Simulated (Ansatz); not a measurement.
In doubt: masses and optical values from hybrid runs of this build are listed as unsure, which bears on the screening that GW takes from such a start.

Rows from a G0W0 calculation on SiO2 (I-42d) (Ansatz 0.2.0; G0W0 on HSE06, plane waves, PAW; PAW set soft_1; 6×6×6 mesh, 191 empty bands, screening to 100 eV, PAW set soft_1 files), in eV. Spin-orbit coupling is left out.

| row | k | band | start | Σx | Σc at the solution | Vxc |
| --- | --- | --- | --- | --- | --- | --- |
| A | Γ | v1 | -0.208 | -26.463 | 3.766 | -21.808 |
| B | Γ | c2 | 10.454 | -5.219 | -3.349 | -9.713 |
| C | Γ | c1 | 7.667 | -6.592 | -2.959 | -10.495 |

Q: Work out each quasiparticle level and how far it moved.

The quasiparticle equation reads E = start + Σx + Σc(E) − Vxc.

| row | E (eV) | shift (eV) |
| --- | --- | --- |
| A | -1.097 | −0.889 |
| B | 11.600 | +1.145 |
| C | 8.611 | +0.944 |

Limits: not at the basis limit.

[Runs of the session that timed out or met a known fault of the program may be left out.]

[Cells called generated may have been cut or substituted from an entry of the Crystallography Open Database or the Materials Project.]

[Hosts, paths, dates, database ids (printed as entryN), source tags and the programs' standing remarks are cut or masked in the printed files.]
